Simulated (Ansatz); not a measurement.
# Band gap of Ta2O5 (Pmmn) from density functionals to GW, part 2 of 2

What gap does each level of theory give for Ta2O5 (Pmmn), and in what time?

Ansatz 0.2.0; density functionals, hybrids and G0W0, plane waves, PAW. Known limits of the many-body steps: finite bands, screening cutoff and k mesh; no spin-orbit coupling in G0W0.

So far. Step 4 (HSE06 on the 4×2×4 mesh): Over mesh and listed points the gap is 3.770 eV, from k = (0.500, 0.500, 0.500) to k = Γ. The least direct gap found is 4.389 eV, at k = Γ. HSE06 against LDA: 3.770 − 2.219 = +1.551 eV. The runs also differ in mesh (6×2×6 and 4×2×4), so how much of this comes from the functional alone is not known. Step 5 (HSE06+SOC on the 4×2×4 mesh): Over mesh and listed points the gap is 3.756 eV, from k = (0.500, 0.500, 0.500) to k = Γ. The least direct gap found is 4.347 eV, at k = Γ.

## (6) G0W0@LDA, 4×2×4 mesh, 2640 empty bands, screening to 330 eV, hard PAW files

G0W0 replaces the xc potential by a self-energy built once from the orbitals of the start. Levels are corrected in the window of bands that the input names, at points of the mesh.

This step: G0W0 on LDA, plane waves, PAW.

Contents of input.yaml:

```yaml
crystal:
  lattice:
    - [3.84085413, 0.0, 0.0]
    - [0.0, 13.0373230544, 0.0]
    - [0.0, 0.0, 3.8741645114]
  atoms:
    - { symbol: Ta, position: [0.0, 0.14579693, 0.02271197] }
    - { symbol: Ta, position: [0.5, 0.35420307, 0.97728803] }
    - { symbol: Ta, position: [0.5, 0.64579693, 0.97728803] }
    - { symbol: Ta, position: [0.0, 0.85420307, 0.02271197] }
    - { symbol: O, position: [0.5, 0.18522554, 0.00205837] }
    - { symbol: O, position: [0.0, 0.31477446, 0.99794163] }
    - { symbol: O, position: [0.0, 0.68522554, 0.99794163] }
    - { symbol: O, position: [0.5, 0.81477446, 0.00205837] }
    - { symbol: O, position: [0.0, 0.85107074, 0.50764741] }
    - { symbol: O, position: [0.5, 0.64892926, 0.49235259] }
    - { symbol: O, position: [0.5, 0.35107074, 0.49235259] }
    - { symbol: O, position: [0.5, 0.5, 0.99500122] }
    - { symbol: O, position: [0.0, 0.0, 0.00499878] }
    - { symbol: O, position: [0.0, 0.14892926, 0.50764741] }
kpoints:
  mp_grid: { grid: [4, 2, 4] }
hamiltonian:
  xc: lda
  pseudopotentials: { kind: paw, source: ansatz }
scf:
  occupations: { method: fixed }
gw:
  n_empty_bands: 2640
  ecut_chi: 330.0
  qp_bands: [v4, c4]
  qp_kpoints: band_edges
  screening: { model: contour_deformation }
```

The run is started by

```
> ansatz run input.yaml --threads 4 --pin off --max-ram 138240MiB --backend cuda --events-out ev --progress --plain --runs-dir out --devices 1 --max-vram 26GiB
```

Numbers of over 12 decimals in the logs are rounded to 6 here.

What it wrote:

```text
GPUs: using 1 of 1 available (devices: 1).
[...]
GPU FFT provider: cuFFT
GPU libraries: cuBLAS 13.8.2, cuFFT 12.4.0, cuSOLVER 12.3.4
Crystal: 14 atoms, lattice volume = 193.997 Å³
Basis set: ecut = 930 eV, 12573 PW (Γ)
Bands: 101, of which v1, the nominal top of the filled ones, is band 84 counted from 1 (83 counted from 0)
Symmetry: 8 space group operations
[...]
k-points: 18 of 32
[...]
0    88     10.8508   -13.4105    -5.0434   -19.3127  0.7854    11.7199    11.7096  root
[...]
17    85     11.3464   -13.6124    -5.2918   -19.8079  0.7781    12.2630    12.2501  root
    17    86     11.3464   -13.6124    -5.2918   -19.8079  0.7781    12.2630    12.2501  root
    17    87     13.1311   -14.9873    -5.8259   -21.7322  0.7429    14.0678    14.0502  root
    17    88     13.1311   -14.9873    -5.8259   -21.7322  0.7429    14.0678    14.0502  root
[key lines of the parts left out:]
SCF converged after 12 iterations
Free energy (F): -71690.599235 eV
Fermi energy:    8.181154 eV
```

The job ended after 14 min (1 × NVIDIA H100 80GB HBM3 (shared by 3 runs) with 4 threads of AMD EPYC 7R13 (Zen 3), shared host; peak memory 33 GiB).

This step gave:

```yaml
bands_summed: 2724
rpa_eps_infinity_on_this_mesh_eigenvalues: 4.638, 4.861, 7.060
plane_waves_in_the_screening_matrix: 2635
g0w0_gap_over_the_corrected_points: 3.849 eV
k_of_the_valence_top: -0.5, -0.5, -0.5
k_of_the_conduction_bottom: 0, 0, 0
starting_gap_on_the_mesh: 2.213 eV
z_at_the_valence_top: 0.7217
z_at_the_conduction_bottom: 0.7910
least_direct_g0w0_gap_over_the_corrected_points: 4.510 eV
```

Over 13 of 18 irreducible mesh points the G0W0 gap is 3.849 eV, from k = (-0.500, -0.500, -0.500) to k = Γ. The LDA gap of this run on the mesh is 2.213 eV. The two states that bound the G0W0 gap lie that far apart at the start, so the correction of the gap is 3.849 − 2.213 = +1.636 eV.

## (7) The ladder

Each gap is the least one over the points named; times are wall times on shared hosts, not benchmarks. A G0W0 time includes the run's own self-consistent start. Runs with listed points see these and the mesh alone, so an edge that moves elsewhere is missed. Rows marked * are further runs, not shown as steps, whose inputs differ from the G0W0 step on the same start in the columns given; solver thresholds can differ too. Symmetry makes (0.500, 0.500, 0.500) and (-0.500, -0.500, -0.500) one point.

| level | mesh | files, cutoff | bands summed, screening | points | gap (eV) | valence top | conduction bottom | least direct gap (eV) | time |
| --- | --- | --- | --- | --- | --- | --- | --- | --- | --- |
| LDA | 6×2×6 | soft_2 PAW, 420 eV | - | mesh and path | 2.219 | (0.500, 0.500, 0.500) | Γ | 2.820 | 8.3 s |
| LDA+SOC | 6×2×6 | soft_2 PAW, 420 eV | - | mesh and listed points | 2.204 | (0.500, 0.500, 0.500) | Γ | 2.784 | 15 s |
| HSE06 | 4×2×4 | soft_2 PAW, 420 eV | - | mesh and listed points | 3.770 | (0.500, 0.500, 0.500) | Γ | 4.389 | 46 s |
| HSE06+SOC | 4×2×4 | soft_2 PAW, 420 eV | - | mesh and listed points | 3.756 | (0.500, 0.500, 0.500) | Γ | 4.347 | 1.8 min |
| G0W0@LDA* | 4×2×4 | hard PAW, 930 eV | 524, 100 eV | 13 of 18 irreducible mesh points | 3.614 | (-0.500, -0.500, -0.500) | Γ | 4.259 | 68 s |
| G0W0@LDA* | 4×2×4 | hard PAW, 930 eV | 975, 160 eV | 13 of 18 irreducible mesh points | 3.691 | (-0.500, -0.500, -0.500) | Γ | 4.359 | 2.2 min |
| G0W0@LDA* | 4×2×4 | hard PAW, 930 eV | 1721, 240 eV | 13 of 18 irreducible mesh points | 3.787 | (-0.500, -0.500, -0.500) | Γ | 4.461 | 7.4 min |
| G0W0@LDA | 4×2×4 | hard PAW, 930 eV | 2724, 330 eV | 13 of 18 irreducible mesh points | 3.849 | (-0.500, -0.500, -0.500) | Γ | 4.510 | 14 min |
| G0W0@LDA* | 6×2×6 | hard PAW, 930 eV | 524, 100 eV | 24 of 32 irreducible mesh points | 3.632 | (-0.500, -0.500, -0.500) | Γ | 4.272 | 6 min |

## (8) What came out

```
LDA, over mesh and path                                             : 2.219 eV
LDA+SOC, over mesh and listed points                                : 2.204 eV
HSE06, over mesh and listed points                                  : 3.770 eV
HSE06+SOC, over mesh and listed points                              : 3.756 eV
G0W0@LDA (2724 bands, 4×2×4), over 13 of 18 irreducible mesh points : 3.849 eV
known limits                                                        : finite bands, screening cutoff and k mesh; no spin-orbit coupling in G0W0
```

The rows run from 2.204 eV (LDA+SOC) to 3.849 eV (G0W0@LDA (2724 bands, 4×2×4)). They differ in mesh, files, plane-wave cutoff, bands and screening cutoff of G0W0 and the points over which the gap was sought as well as in level, so only pairs that share these are like for like. LDA+SOC against LDA: 2.204 − 2.219 = −0.015 eV, with the same mesh, set of files (read in its fully relativistic form for the spin-orbit run) and cutoff, and both edges at the same k points. The spin-orbit run sees mesh and listed points alone, so its gap is an upper bound: the coupling can move an edge off these points, and the change over the zone, its sign included where it is small, is not known. HSE06+SOC against HSE06: 3.756 − 3.770 = −0.014 eV, with the same mesh, set of files (read in its fully relativistic form for the spin-orbit run) and cutoff, and both edges at the same k points. The spin-orbit run sees mesh and listed points alone, so its gap is an upper bound: the coupling can move an edge off these points, and the change over the zone, its sign included where it is small, is not known. G0W0@LDA (2724 bands, 4×2×4) moves the gap of its own start on the mesh by 3.849 − 2.213 = +1.636 eV, between the same two levels. Both edges that LDA shows over mesh and path lie at k points where levels were corrected. Levels at other points were not corrected, so a lower G0W0 gap elsewhere in the zone is not ruled out. What spin-orbit coupling does to the G0W0 levels was not computed, so no sum with the G0W0 gap is formed. For G0W0@LDA: from 524 bands and 100 eV to 2724 bands and 330 eV the gap moves by 3.849 − 3.614 = +0.235 eV (rung by rung 3.614, 3.691, 3.787, 3.849 eV); bands and screening cutoff rise together, so their parts are not told apart. A line in one over the bands through the two highest rungs gives 3.849 + (3.849 − 3.787) × 1721 / (2724 − 1721) = 3.955 eV, and through the pair below 3.787 + (3.787 − 3.691) × 975 / (1721 − 975) = 3.912 eV. The two differ by 0.043 eV, not under the 0.030 eV asked, so the law does not hold well over these rungs and the limit is not known. With the 6×2×6 mesh in place of the 4×2×4 mesh and all else as in the G0W0@LDA row with 524 bands, the gap differs by 3.632 − 3.614 = +0.018 eV, and that of the start by 2.226 − 2.213 = +0.013 eV. The G0W0 runs are scalar-relativistic. G0W0 is shown with one set of atomic data (hard PAW), so the error from the files is not known here. Failed or unusable runs of this series, left out of the table: G0W0@HSE06 (4×2×4 mesh, hard PAW files, 930 eV, 891 empty bands) reached its time limit after 15 min.

[Paths, hosts, dates, memory and timing lines, banners, echoed tables and standing remarks are left out of the program output.]

[Logs are printed without paths, hosts, clocks, repeated set-up lines and the standing remarks that a program may print on its own settings, such as how far it seeks lower states.]

[Runs of the session that timed out or met a known fault of the program may be left out.]

[Cells called generated may have been cut or substituted from an entry of the Crystallography Open Database or the Materials Project.]

[Hosts, paths, dates, database ids (printed as entryN), source tags and the programs' standing remarks are cut or masked in the printed files.]

[Where an RPA ε∞ is given, it is that of the G0W0 mesh and is not shown converged in it. Names of k-points follow the symmetry that the program found, which can be lower than the space group named. Band edges on a path are those of the sampled points; other points can move an edge, and change direct to indirect where valleys lie close.]

[Hybrid gaps are those of their k-mesh and are not shown converged in it.]
